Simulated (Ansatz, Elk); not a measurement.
**Bonding as seen by X-rays: LuBeB**

The structure of LuBeB used here is made up (a known structure type with other elements) and was relaxed beforehand with PBE. The aim is the Fourier transform of its all-electron density, F(hkl), set beside the sum over free spherical atoms that refinements use.

Main program and level: Elk 11.2.3 (patched build); DFT, PBE, all-electron APW+lo, Dirac cores, scalar-relativistic bands, static density, no spin.

The structure was built from a prototype and need not be the compound's stable phase.

**1. The starting structure**

It takes space group P4/mmm (No. 123, tetragonal). The conventional cell has a = 3.560 Å, b = 3.560 Å, c = 3.624 Å, α = 90.00°, β = 90.00°, γ = 90.00°. Nearest to Lu lie 4 B at 2.52 Å. Nearest to B lie 2 Be at 1.81 Å and 4 Lu at 2.52 Å. Nearest to Be lie 2 B at 1.81 Å. Farther neighbours are not listed.

**2. Ground state and structure factors**

An all-electron density is needed, since X-rays see the cores too. Task 0 finds the density and task 195 Fourier-transforms it; tshift is off so that phases refer to the origin typed.

Contents of elk.in:

```
tasks
  0
  195

xctype
  20

spinpol
  .false.

rgkmax
  7.0

gmaxvr
  14.0

lmaxo
  7

lmaxapw
  8

swidth
  0.002

tshift
  .false.

ramdisk
  .false.

hmaxvr
  5.5

maxscl
  120

epspot
  1e-06

sppath
  './'

avec
  6.72835543163 -0.00000000000 0.00000000000
  -0.00000000000 6.72835543163 -0.00000000000
  0.00000000000 -0.00000000000 6.84787758119

atoms
  3
  'Lu.in'
  1
  0.0000000000 -0.0000000000 -0.0000000000   0.000000 0.000000 0.000000
  'B.in'
  1
  0.5000000000 0.5000000000 0.0000000000   0.000000 0.000000 0.000000
  'Be.in'
  1
  0.5000000000 0.5000000000 0.5000000000   0.000000 0.000000 0.000000

ngridk
  6 6 6
```

Run with:

```
$ OMP_NUM_THREADS=4 elk
```

Numbers of over 12 decimals in the logs are rounded to 6 here.

What it wrote:

```text
┌─────────────────────────┐
│ Elk code version 11.2.3 │
└─────────────────────────┘

All units are atomic (Hartree, Bohr, etc.)

┌─────────────────────────────────────────────────┐
│ Ground-state run starting from atomic densities │
└─────────────────────────────────────────────────┘

Lattice vectors :
   6.728355432      -0.000000000       0.000000000
  -0.000000000       6.728355432      -0.000000000
   0.000000000      -0.000000000       6.847877581

Reciprocal lattice vectors :
  0.9338367111       0.000000000       0.000000000
   0.000000000      0.9338367111       0.000000000
   0.000000000       0.000000000      0.9175376214

Unit cell volume      :    310.0086692
Brillouin zone volume :   0.8001396029

Muffin-tin inner radius fraction :   0.1000000000E-01

Nuclei treated as point charges

Species : 1 (Lu)
 parameters loaded from : Lu.in
 name : lutetium
 nuclear charge    :   -71.00000000
 electronic charge :    71.00000000
 atomic mass :    318945.3298
 muffin-tin radius :    2.800000000
 number of radial points in muffin-tin :   1393
 inner part over the whole radius :   0.9962478555E-02
 number on inner part of muffin-tin    :    999
 approximate nuclear radius :   0.9954169502E-04
 number of mesh points to nuclear radius :    517
 atomic positions (lattice), magnetic fields (Cartesian) :
  1 :   0.00000000  0.00000000  0.00000000    0.00000000  0.00000000  0.00000000

Species : 2 (B)
 parameters loaded from : B.in
 name : boron
 nuclear charge    :   -5.000000000
 electronic charge :    5.000000000
 atomic mass :    19707.24742
 muffin-tin radius :    1.686969395
 number of radial points in muffin-tin :    593
 inner part over the whole radius :   0.9919375533E-02
 number on inner part of muffin-tin    :    404
 approximate nuclear radius :   0.4534157419E-04
 number of mesh points to nuclear radius :    162
 atomic positions (lattice), magnetic fields (Cartesian) :
  1 :   0.50000000  0.50000000  0.00000000    0.00000000  0.00000000  0.00000000

Species : 3 (Be)
 parameters loaded from : Be.in
 name : beryllium
 nuclear charge    :   -4.000000000
 electronic charge :    4.000000000
 atomic mass :    16428.20280
 muffin-tin radius :    1.686969395
 number of radial points in muffin-tin :    593
 inner part over the whole radius :   0.9793015137E-02
 number on inner part of muffin-tin    :    402
 approximate nuclear radius :   0.4290726161E-04
 number of mesh points to nuclear radius :    156
 atomic positions (lattice), magnetic fields (Cartesian) :
  1 :   0.50000000  0.50000000  0.50000000    0.00000000  0.00000000  0.00000000

Total number of atoms per unit cell :    3
Total muffin-tin volume :    132.1721512
 ratio of muffin-tin to unit cell volume :   0.4263498553

Spin treatment :
 spin-unpolarised

Number of Bravais lattice symmetries :   16
Number of crystal symmetries         :   16
Crystal has inversion symmetry
Real symmetric eigensolver will be used

k-point grid :      6     6     6
k-point offset :    0.000000000       0.000000000       0.000000000
k-point set is reduced with full crystal symmetry group
Total number of k-points :       40

Muffin-tin radius times maximum |G+k| :    7.000000000
 using average radius
Maximum |G+k| for APW functions       :    3.401394266
Maximum (1/2)|G+k|²                   :    5.784741476
Maximum |G| for potential and density :    14.00000000
Constant for pseudocharge density :   10
 order of it for each species :   17  17  17
 order of it for pair densities of each species (exact exchange by exxq0 0: 18) :   17   5   5
Radial integration step length :    1

G-vector grid sizes :     30    30    32
Number of G-vectors :    14327

Maximum angular momentum used for
 APW functions            :    8
 outer part of muffin-tin :    7
 inner part of muffin-tin :    2

Total nuclear charge    :   -80.00000000
Total core charge       :    50.00000000
Total valence charge    :    30.00000000
Total excess charge     :    0.000000000
Total electronic charge :    80.00000000

[...]
total energy                :     -14622.644064758

Density of states at Fermi energy :    15.45544856
 (states/Hartree/unit cell)

Estimated indirect band gap :   0.3380852268E-02
 from k-point 11 to k-point 37
Estimated direct band gap   :   0.1414176476E-01
 at k-point 1

Charges :
 core                        :    50.00000000
 valence                     :    30.00000000
 interstitial                :    3.970957433
 muffin-tins (core leakage)
  species : 1 (Lu)
   atom 1                    :    68.89403172     (  0.3585506079E-06)
  species : 2 (B)
   atom 1                    :    4.423062052     (  0.1467377531E-03)
  species : 3 (Be)
   atom 1                    :    2.711948798     (  0.2076269404E-02)
 total in muffin-tins        :    76.02904257
 total calculated charge     :    79.99752479
 total charge                :    80.00000000
 error                       :   0.2475205620E-02

RMS change in Kohn-Sham potential (target) :    4.476630069     (  0.1000000000E-05)
Absolute change in total energy (target)   :    1.496219777     (  0.1000000000E-03)

[... loops 3 to 18 left out ...]

┌──────────────────┐
│ Loop number : 19 │
└──────────────────┘

Energies :
 Fermi                       :     0.227865
 sum of occupied eigenvalues :     -8935.4002778931
 electron kinetic            :      16294.117969513
 core electron kinetic       :      15798.437109078
 Coulomb                     :     -30605.633240385
 Coulomb potential           :     -24825.179162229
 nuclear-nuclear             :     -1128.8659312830
 electron-nuclear            :     -34144.925417100
 Hartree                     :      4668.1581079980
 Madelung                    :     -18193.043659271
 xc potential                :     -404.33908517672
 exchange                    :     -304.70746507526
 correlation                 :     -4.543008
 electron entropic           :    -0.71116148645766E-03
 total energy                :     -14620.766455072

Density of states at Fermi energy :    57.86634516
 (states/Hartree/unit cell)

Estimated indirect band gap :   0.8208780513E-03
 from k-point 39 to k-point 2
Estimated direct band gap   :   0.2058791474E-02
 at k-point 39

Charges :
 core                        :    50.00000000
 valence                     :    30.00000000
 interstitial                :    4.221317952
 muffin-tins (core leakage)
  species : 1 (Lu)
[...]
species : 2 (B)
[...]
species : 3 (Be)
[...]
total in muffin-tins        :    75.77868205
 total calculated charge     :    79.99770874
 total charge                :    80.00000000
 error                       :   0.2291260803E-02

RMS change in Kohn-Sham potential (target) :   0.5897394797E-06 (  0.1000000000E-05)
Absolute change in total energy (target)   :   0.9821762433E-05 (  0.1000000000E-03)

Convergence targets achieved

┌──────────────────┐
│ Loop number : 20 │
└──────────────────┘

Energies :
 Fermi                       :     0.227865
 sum of occupied eigenvalues :     -8935.4002641509
 electron kinetic            :      16294.117955959
 core electron kinetic       :      15798.437110562
 Coulomb                     :     -30605.633213807
 Coulomb potential           :     -24825.179173579
 nuclear-nuclear             :     -1128.8659312830
 electron-nuclear            :     -34144.925352683
 Hartree                     :      4668.1580701593
 Madelung                    :     -18193.043627017
 xc potential                :     -404.33904653036
 exchange                    :     -304.70746400480
 correlation                 :     -4.543008
 electron entropic           :    -0.71116142241879E-03
 total energy                :     -14620.766440963

Density of states at Fermi energy :    57.86633746
 (states/Hartree/unit cell)

Estimated indirect band gap :   0.8208722847E-03
 from k-point 39 to k-point 2
Estimated direct band gap   :   0.2058780103E-02
 at k-point 39

Charges :
 core                        :    50.00000000
 valence                     :    30.00000000
 interstitial                :    4.221317991
 muffin-tins (core leakage)
  species : 1 (Lu)
   atom 1                    :    69.35482996     (  0.3194595379E-06)
  species : 2 (B)
   atom 1                    :    3.715495403     (  0.1510144192E-03)
  species : 3 (Be)
   atom 1                    :    2.708356643     (  0.2075719625E-02)
 total in muffin-tins        :    75.77868201
 total calculated charge     :    79.99770874
 total charge                :    80.00000000
 error                       :   0.2291260741E-02

┌──────────────────────────────┐
│ Self-consistent loop stopped │
└──────────────────────────────┘

Warning : core states of species 2 leak from the muffin-tin :   0.1510144192E-03

Warning : core states of species 3 leak from the muffin-tin :   0.2075719625E-02

Wrote STATE.OUT
```

It took 19 s on 4 threads of Arm Neoverse V1, shared host; peak memory 0.18 GiB; 51 s of CPU time.

SFACRHO.OUT:

```text

h k l indices transformed by vhmat matrix:
   1.000000000       0.000000000       0.000000000    
   0.000000000       1.000000000       0.000000000    
   0.000000000       0.000000000       1.000000000    

      h      k      l  multipl.   |H|            Re(F)            Im(F)           |F|

      0      0      0      1   0.0000000       79.999999     -0.20785206E-16   79.999999    
      0      0      1      2  0.91753762       65.470304     -0.57771687E-15   65.470304    
      1      0      0      4  0.93383671       57.431131      0.48933307E-15   57.431131    
      0     -1     -1      8   1.3091701       59.462350      0.20925113E-15   59.462350    
      1     -1      0      4   1.3206445       65.080127     -0.44797896E-15   65.080127    
     -1     -1      1      8   1.6080974       57.666653     -0.44227723E-15   57.666653    
      0      0     -2      2   1.8350752       58.478267     -0.98151502E-15   58.478267    
      2      0      0      4   1.8676734       58.299639     -0.96085569E-15   58.299639    
      0      1      2      8   2.0590173       49.112584      0.90604555E-15   49.112584    
     -2      0     -1      8   2.0808843       52.500417     -0.17013484E-15   52.500417    
     -2     -1      0      8   2.0881224       48.600887     -0.13722574E-14   48.600887    
      1      1     -2      8   2.2608855       53.890520     -0.15280040E-14   53.890520    
      1     -2     -1     16   2.2808179       50.160165      0.21315791E-15   50.160165    
      0      2     -2      8   2.6183402       50.324650     -0.14217249E-14   50.324650    
     -2     -2      0      4   2.6412891       50.267668      0.16344820E-14   50.267668    
      0      0     -3      2   2.7526129       46.134393      0.20824717E-14   46.134393    
      2     -1      2     16   2.7798842       42.607586      0.78604903E-15   42.607586    
     -2      2      1      8   2.7961193       45.767736     -0.12433893E-15   45.767736
```

Elk indexes on the primitive cell of elk.in and gives |H| = 4π sin θ/λ in inverse bohr. Below, one row stands for each form hkl of the conventional cell (m members, Friedel mates merged), F is for one primitive cell and the density is static (no thermal factor). Free-atom factors are Waasmaier and Kirfel's, and R is Σm||F|−|F'||/Σm|F|.

| hkl | m | sin θ/λ (Å⁻¹) | abs F, DFT | neutral atoms | diff. |
| --- | --- | --- | --- | --- | --- |
| 001 | 2 | 0.138 | 65.470 | 65.151 | +0.319 |
| 100 | 4 | 0.140 | 57.431 | 58.075 | -0.644 |
| 101 | 8 | 0.197 | 59.462 | 59.660 | -0.197 |
| 110 | 4 | 0.199 | 65.080 | 64.979 | +0.101 |
| 111 | 8 | 0.242 | 57.667 | 57.740 | -0.073 |
| 002 | 2 | 0.276 | 58.478 | 58.791 | -0.313 |
| 200 | 4 | 0.281 | 58.300 | 58.418 | -0.118 |
| 102 | 8 | 0.310 | 49.113 | 49.048 | +0.064 |
| 201 | 8 | 0.313 | 52.500 | 52.695 | -0.195 |
| 210 | 8 | 0.314 | 48.601 | 48.781 | -0.180 |
| 112 | 8 | 0.340 | 53.891 | 54.092 | -0.201 |
| 211 | 16 | 0.343 | 50.160 | 50.245 | -0.085 |
| 202 | 8 | 0.394 | 50.325 | 50.483 | -0.159 |
| 220 | 4 | 0.397 | 50.268 | 50.263 | +0.005 |

**3. The highest occupied states alone**

An energy window below the Fermi level keeps the highest occupied states, to see at which angles they scatter; shallow core shells can lie inside it and anion s states outside. No new self-consistency is needed.

Edit elk.in of step 2 so:

```diff
@@ -1,3 +1,2 @@
 tasks
-  0
   195
@@ -40,2 +39,5 @@
 
+wsfac
+  -0.139630 0.527860
+
 sppath
```

Run with:

```
$ OMP_NUM_THREADS=4 elk
```

What it wrote:

```text
┌─────────────────────────────────┐
│ Elk code version 11.2.3 started │
└─────────────────────────────────┘

Info(readinput): the functional depends on the density's gradient
 muffin-tin radial points multiplied by    2.00000
 (not where nrmtscf is given)

┌────────────────────┐
│ Current task : 195 │
└────────────────────┘
Info(checkmt): changed muffin-tin radius of species 2 (B) from   1.8000 to   1.6870
Info(checkmt): changed muffin-tin radius of species 3 (Be) from   1.8000 to   1.6870

Info(sfacrho): density structure factors written to SFACRHO.OUT

 Energy window :  -0.1396300000      0.5278600000

┌──────────────────┐
│ Elk code stopped │
└──────────────────┘
```

It took 5.2 s on 4 threads; peak memory 0.18 GiB.

States within 10 eV below the Fermi level hold 22.00 electrons; any levels below the window count with the cores. Their amplitudes can exceed the total, where window and core parts have opposite phase:

| hkl | sin θ/λ (Å⁻¹) | abs F, window | abs F, all |
| --- | --- | --- | --- |
| 001 | 0.138 | 14.405 | 65.470 |
| 100 | 0.140 | 10.373 | 57.431 |
| 101 | 0.197 | 10.979 | 59.462 |
| 110 | 0.199 | 12.822 | 65.080 |
| 111 | 0.242 | 11.129 | 57.667 |
| 002 | 0.276 | 10.021 | 58.478 |
| 200 | 0.281 | 10.050 | 58.300 |
| 102 | 0.310 | 9.292 | 49.113 |
| 201 | 0.313 | 9.186 | 52.500 |
| 210 | 0.314 | 8.922 | 48.601 |

[end of part 1 of 2]

[Logs are printed without paths, hosts, clocks, repeated set-up lines and the standing remarks that a program may print on its own settings, such as how far it seeks lower states.]

[Hosts, paths, dates, database ids (printed as entryN), source tags and the programs' standing remarks are cut or masked in the printed files.]
